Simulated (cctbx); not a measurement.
## What resolution and counting buy: TiNbNi

Space group Pnma (no. 62), a = 6.3120 Å, b = 3.7310 Å, c = 7.2800 Å, α = 90.00°, β = 90.00°, γ = 90.00°.

```csv
atom,mult.,x,y,z,Ueq (Å²)
Nb1,4,0.4812,3/4,0.6802,0.0029
Ni1,4,0.3437,3/4,0.0724,0.0041
Ti1,4,0.7291,3/4,0.1244,0.0046
```

The model was made for the exercise: a known structure type with other elements put in, its volume estimated, not relaxed; displacement parameters are assumed.

Five simulated data sets (cctbx; Ag Kα, λ = 0.56087 Å; 2 % proportional error) differ in resolution or exposure (noise floor 2 counts in the first three, 8 in the last two). Each is refined with the right model, isotropic at 1.1 Å and anisotropic otherwise. How do the figures of merit and the uncertainties move?

```
d min (Å)  top counts  ⟨I/σ⟩ (unmerged, absences included)  unique  param. (scale apart)   Rint      R1  GooF  largest s.u. xyz (fractional)  s.u. U of Ti1 (Å²)  largest error (Å)
      1.1       70000                                 32.0      80                     9  0.014  0.0052  0.85                        0.00009              0.0002             0.0008
     0.84       70000                                 25.7     176                    18  0.016  0.0068  0.90                        0.00007              0.0002             0.0009
      0.6       70000                                 29.3     453                    18  0.016  0.0059  0.86                        0.00003              0.0001             0.0003
     0.75         300                                  2.4     236                    18  0.198  0.0558  0.92                        0.00095              0.0029             0.0056
     0.75        3000                                 10.2     236                    18  0.039  0.0191  0.91                        0.00019              0.0006             0.0014
```

The number of reflections grows roughly as 1/d³: 80, 176 and 453 here. R1 follows the noise rather than the truth: at 300 counts it is 0.0558, at 3000 counts 0.0191, while GooF is 0.92 and 0.91: the weights 1/σ² carry the noise. The s.u. of U (U11 where anisotropic) for Ti1 goes 0.0002, 0.0002, 0.0001 Å² with resolution and 0.0029, 0.0006 Å² with exposure.

Hardware for the 0.6 Å refinement: 0.56 s on 1 thread of Arm Neoverse N1, with other jobs on the host, peak memory 0.09 GiB.

[Logs are printed without paths, hosts, clocks, repeated set-up lines and the standing remarks that a program may print on its own settings, such as how far it seeks lower states.]
